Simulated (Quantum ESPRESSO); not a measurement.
# Gap and tunnelling decay at a withheld lattice constant: LiBeF3, cubic perovskite type

Method. Quantum ESPRESSO 7.5 (pw.x, pwcond.x with ikind = 0), PBE, GBRV ultrasoft, cubic crystals. κ is the slowest decay along [001] at mid-gap among three points across the current.

```tsv
a (Å)	gap on the mesh (eV)	κ (1/Å)
3.357	8.340	0.647
3.464	7.705	0.627
3.571	7.107	0.598
3.785	6.019	0.544
```

**Question.** What are gap and κ at a = 3.678 Å?

**Worked estimate.** A line through the rows at 3.571 and 3.785 Å gives a gap of 7.107 + 0.500 × (6.019 − 7.107) = 6.56 eV and κ = 0.571 1/Å. The two-band model κ = 0.5123 √(m* E_g/4) needs m* = 0.767 at 3.571 Å; with that mass and the new gap, κ = 0.575 1/Å.

**Check.** The gap is 6.545 eV and κ = 0.570 1/Å. The line misses the gap by +0.018 eV and κ by +0.2 %; the two-band estimate misses κ by +0.8 %.

Caveats: The structure type is imposed. Local and semilocal gaps and decay constants are too small; no spin-orbit coupling. For an indirect gap m* is a fitting number alone.

[Logs are printed without paths, hosts, clocks, repeated set-up lines and the standing remarks that a program may print on its own settings, such as how far it seeks lower states.]
